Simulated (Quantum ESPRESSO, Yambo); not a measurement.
# Quasiparticle gap of SiO2 (Quartz) in Yambo, part 3 of 3

How does a plane-wave GW calculation on SiO2 (Quartz) run from the first input to the gap?

Quantum ESPRESSO 7.5 and Yambo 5.3.0; LDA and many-body steps on it, plane waves. Known limits of the many-body steps: not at the basis limit; coarse k mesh.

So far. Step 3 (Bands along the symmetry lines): The gap is 5.801 eV, as in the run before at this level. Step 4 (Empty states on the mesh, 3×3×2 mesh, 383 bands): On this mesh the gap is 5.801 eV.

## (6) Screening and self-energy, 3×3×2 mesh, 383 bands, screening to 204.1 eV

Now the one-shot GW correction: screening in the RPA, then the self-energy of the levels asked for.

This step: G0W0 on LDA, plane waves, norm-conserving pseudopotentials.

The input, gw1.in:

```
HF_and_locXC
gw0
dyson
ppa
em1d
rim_cut
RandQpts= 1000000
RandGvec= 1 RL
EXXRLvcs= 72 Ry
VXCRLvcs= 288 Ry
Chimod= "HARTREE"
% BndsRnXp
 1 | 383 |
%
NGsBlkXp= 15 Ry
% LongDrXp
 1 | 1 | 1 |
%
% GbndRnge
 1 | 383 |
%
DysSolver= "n"
ExtendOut
PPAPntXp= 27.21138 eV
% QPkrange
 5 | 5 | 23 | 26 |
 1 | 1 | 23 | 26 |
%
```

Started as:

```console
> OMP_NUM_THREADS=2 mpirun -n 2 yambo -F gw1.in -J gw1 -C gw1 > gw1.log
```

Output:

```text
 Yambo, version 5.3.0

 [02] CORE Variables Setup
 =========================

  [... cell, symmetries and grids as in the set-up ...]

  [02.05] Energies & Occupations
  ==============================

  [X] === General ===
  [X] Electronic Temperature                        :  0.000000  0.000000 [eV K]
  [X] Bosonic    Temperature                        :  0.000000  0.000000 [eV K]
  [X] Finite Temperature mode                       : no
  [X] El. density                                   :  0.42403E+24 [cm-3]
  [X] Fermi Level                                   :  2.172053 [eV]

  [X] === Gaps and Widths ===
  [X] Conduction Band Min                           :  5.801365 [eV]
  [X] Valence Band Max                              :  0.000000 [eV]
  [X] Filled Bands                                  :  24
  [X] Empty Bands                                   :    25   383
  [X] Direct Gap                                    :  6.125498 [eV]
  [X] Direct Gap localized at k                     :  1
  [X] Indirect Gap                                  :  5.801365 [eV]
  [X] Indirect Gap between kpts                     :   5   1
  [X] Last valence band width                       :  0.596915 [eV]
  [X] 1st conduction band width                     :  3.097078 [eV]

 [03] Transferred momenta grid and indexing
 ==========================================

 IBZ Q-points                                      :   8
 BZ  Q-points                                      :  18

 K/Q-points units:
 rlu = crystal or reduced units; cc = cartesian coordinates; iku = interal k-units

 Q [1]          [rlu]:  0.000000  0.000000  0.000000
 Q [2]          [rlu]:  0.000000  0.000000 -0.500000
 Q [3]          [rlu]:  0.72872E-17  0.33333       0.0000
 Q [4]          [rlu]:  0.72872E-17  0.33333     -0.50000
 Q [5]          [rlu]:  0.333333  0.333333  0.000000
 Q [6]          [rlu]:  0.333333  0.333333 -0.500000
 Q [7]          [rlu]: -0.333333  0.333333  0.000000
 Q [8]          [rlu]: -0.333333  0.333333 -0.500000

 [04] Coloumb potential Random Integration (RIM)
 ===============================================

  [04.01] RIM initialization
  ==========================

  * Diagonal components only detected *

  8 x (sBL volume)        :  0.144317 [a.u.]
  sBZ random points       :  1000000
  Points outside the sBZ  :   7993074
  RL volume               :  0.324712 [a.u.]
  Integrated volume       :  0.324994 [a.u.]

  [04.02] RIM integrals
  =====================

  Gamma point sphere radius             :  0.095146 [a.u.]
  Points outside the sphere             :   799469
  [Int_sBZ(q=0) 1/q^2]*(Vol_sBZ)^(-1/3) =:  7.664728
                                 should be <:  7.795600

  Summary of Coulomb integrals for non-metallic bands |Q|[au] RIM/Bare

  Q [1] 0.100000E-4 0.983212 * Q [7] 0.260336 1.012284
  Q [3] 0.260336 1.012215 * Q [2] 0.307345 1.138708
  Q [8] 0.402785 1.065434 * Q [4] 0.402785 1.065353
  Q [5] 0.450916 1.007191 * Q [6] 0.545698 1.021740

 [05] Dipoles
 ============

  [05.01] Setup: observables and procedures
  =========================================

  [WARNING] [x,Vnl] slows the Dipoles computation. To neglect it rename the ns.kb_pp file

 [06] Dynamic Dielectric Matrix (PPA)
 ====================================

 [WR./gw1//ndb.pp]---------------------------------------------------------------
  Brillouin Zone Q/K grids (IBZ/BZ)                :   8  18   8  18
  RL vectors                                       :   9395 [WF]
  Coulomb cutoff potential                         : none
  Electronic Temperature                           :  0.000000 [K]
  Bosonic    Temperature                           :  0.000000 [K]
  PPA    diel. fun.  energies                      : Slater exchange(X)+Perdew & Wang(C)
  wavefunctions                                    : Slater exchange(X)+Perdew & Wang(C)
  Global Gauge                                     : length
  X matrix size                                    :   775
  X band range                                     :     1   383
  X e/h energy range                               : -1.000000 -1.000000 [eV]
  X Time ordering                                  : R
  X Hxc Kernel                                     : HARTREE
  X Drude frequency                                :  0.000000  0.000000
  X poles                                          :  100.0000 [o/o]
  RL vectors in the sum                            :   9395
  [r,Vnl] included                                 : yes
  Field direction                                  :  0.577350E-5  0.577350E-5  0.577350E-5
  BZ energy Double Grid                            : no
  BZ energy DbGd points                            : 0
  BZ Q point size factor                           : -1.000000
  X Optical Averaged directions                    : none

 [07] Local Exchange-Correlation + Non-Local Fock
 ================================================

 [VXC] Plane waves :   63145
 [EXS] Plane waves :   7959

 QP @ state[ 1 ] K range:  1  1
 QP @ state[ 1 ] b range:  23  26
 QP @ state[ 2 ] K range:   5   5
 QP @ state[ 2 ] b range:  23  26

 [xc] Functional : Slater exchange(X)+Perdew & Wang(C)
 [xc] LIBXC used to calculate xc functional
  PP Number of Atomic Species                      :  2
  NLCC RL compoments                               :   63145
  PP Number of Atomic Species                      :  2
  NLCC RL compoments                               :   63145

 [xc] E_xc :  -24.88627 [Ha]
      E_xc :  -49.77254 [Ry]

  Local XC kind (lXC) : Slater exchange(X)+Perdew & Wang(C)
  Non-Local XC kind (nlXC) : Hartree-Fock

  Corrections @ K [1] :  [eV]
 <23|nlXC|23> = -25.06674 -0.10024E-16 <23|lXC|23> = -19.28076 -0.37763E-15
 <24|nlXC|24> = -25.06523 -0.13062E-17 <24|lXC|24> = -19.28076  0.18882E-15
 <25|nlXC|25> = -6.490484 -0.21283E-17 <25|lXC|25> = -11.30930  0.000000
 <26|nlXC|26> = -5.316477 -0.42534E-19 <26|lXC|26> = -10.83373 -0.18882E-15

  Corrections @ K [5] :  [eV]
 <23|nlXC|23> = -25.37676 -0.94043E-17 <23|lXC|23> = -19.49812 -0.18882E-15
 <24|nlXC|24> = -25.61633 -0.75915E-17 <24|lXC|24> = -19.84005  0.23602E-15
 <25|nlXC|25> = -7.118706 -0.13403E-17 <25|lXC|25> = -12.56942  0.000000
 <26|nlXC|26> = -7.117993  0.68416E-18 <26|lXC|26> = -12.56942 -0.94408E-16

 [08] Dyson equation: Newton solver
 ==================================

  [08.01] G0W0 (W PPA)
  ====================

  [  GW  ] Bands range     :     1   383
  [GW/PPA] G damping       :  0.100000 [eV]

  QP @ state[ 1 ] K range:  1  1
  QP @ state[ 1 ] b range:  23  26
  QP @ state[ 2 ] K range:   5   5
  QP @ state[ 2 ] b range:  23  26

   Sc/G bands                                       :     1   383
   Sc/G damping                                     :  0.100000 ev
   Sc bands terminator                              : no
   Sx RL components                                 :   7959

   QP @ state[ 1 ] K range                          :  1  1
   QP @ state[ 1 ] b range                          :  23  26
   QP @ state[ 2 ] K range                          :   5   5
   QP @ state[ 2 ] b range                          :  23  26
   GF energies kind                                 : Slater exchange(X)+Perdew & Wang(C)
   GF WF`s kind                                     : Slater exchange(X)+Perdew & Wang(C)
   Xs energies kind                                 : Slater exchange(X)+Perdew & Wang(C)
   Xs WF`s kind                                     : Slater exchange(X)+Perdew & Wang(C)

 [11] Game Over & Game summary
```

Elapsed: 25 min, on 2 MPI ranks of Arm Neoverse V1, shared host; peak memory 1.7 GiB; 1.6 h of CPU time.

Numbers from this step:

| Item | Value |
| --- | --- |
| G0W0 gap on the points computed | 8.910 eV |
| starting gap on the mesh | 5.801 eV |
| k of the valence top | 0.3333, 0.3333, 0 |
| k of the conduction bottom | 0, 0, 0 |
| least direct G0W0 gap on the computed points | 9.277 eV |
| Z at the valence top | 0.8146 |
| Z at the conduction bottom | 0.8682 |

The gap on the mesh goes from 5.80 eV to 8.91 eV, a correction of +3.11 eV.

Limits: finite bands, cutoff and mesh; coarse k mesh. v1 is the top filled band, c1 the lowest empty one. Levels before and after the correction, in eV, zero at the valence-band top of each column:

```tsv
	conduction bottom	valence top
Kohn-Sham	5.80	0.00
G0W0	8.91	0.00
```

```tsv
	level	energy (eV)
Kohn-Sham	Γ v2-v1	-0.324
Kohn-Sham	Γ c1	5.801
Kohn-Sham	Γ c2	9.038
Kohn-Sham	(0.333 0.333 0) v2	-0.439
Kohn-Sham	(0.333 0.333 0) v1	0.000
Kohn-Sham	(0.333 0.333 0) c1-c2	8.700
G0W0	Γ v2-v1	-0.368
G0W0	Γ c1	8.910
G0W0	Γ c2	12.380
G0W0	(0.333 0.333 0) v2	-0.495
G0W0	(0.333 0.333 0) v1	0.000
G0W0	(0.333 0.333 0) c1-c2	12.124
```

## (7) Where the time went

Times are wall times on the hardware named with each run, good to a factor of about two.

```tsv
step	time	share	memory (GiB)
ground state	95 s	5 %	0.59
bands along the symmetry lines	47 s	3 %	0.38
empty states on the mesh	2 min	7 %	1.3
conversion and set-up	2.7 s	0 %	0.24
screening and self-energy	25 min	85 %	1.7
```

## (8) Results

| Item | Value |
| --- | --- |
| LDA gap | 5.80 eV, indirect |
| G0W0 gap on the mesh | 8.91 eV |
| GW settings | 3×3×2 mesh, 383 bands, screening to 204.1 eV, Godby-Needs plasmon pole |
| known limits | not at the basis limit; coarse k mesh |

In words: G0W0 moves the gap on the mesh from 5.80 eV to 8.91 eV (+3.11 eV), with Z of 0.81 and 0.87 at the edges. Only 2 of the mesh's irreducible points were corrected, so a valley elsewhere could overtake. The dearest step here is «screening and self-energy». Bands and cutoff are finite, so the gap is not at the basis limit. The miss can reach some tenths of an eV and take either sign; the mesh is an error of its own. In the G0W0 run levels were corrected at 2 k points alone, so a gap called «on the mesh» is the least over those, and an edge elsewhere would be missed. The 3×3×2 mesh is coarse for this cell, which bears on the long-range parts of exchange and screening.

[Paths, hosts, dates, memory and timing lines, banners, echoed tables and standing remarks are left out of the program output.]

[Logs are printed without paths, hosts, clocks, repeated set-up lines and the standing remarks that a program may print on its own settings, such as how far it seeks lower states.]

[Runs of the session that timed out or met a known fault of the program may be left out.]

[Hosts, paths, dates, database ids (printed as entryN), source tags and the programs' standing remarks are cut or masked in the printed files.]
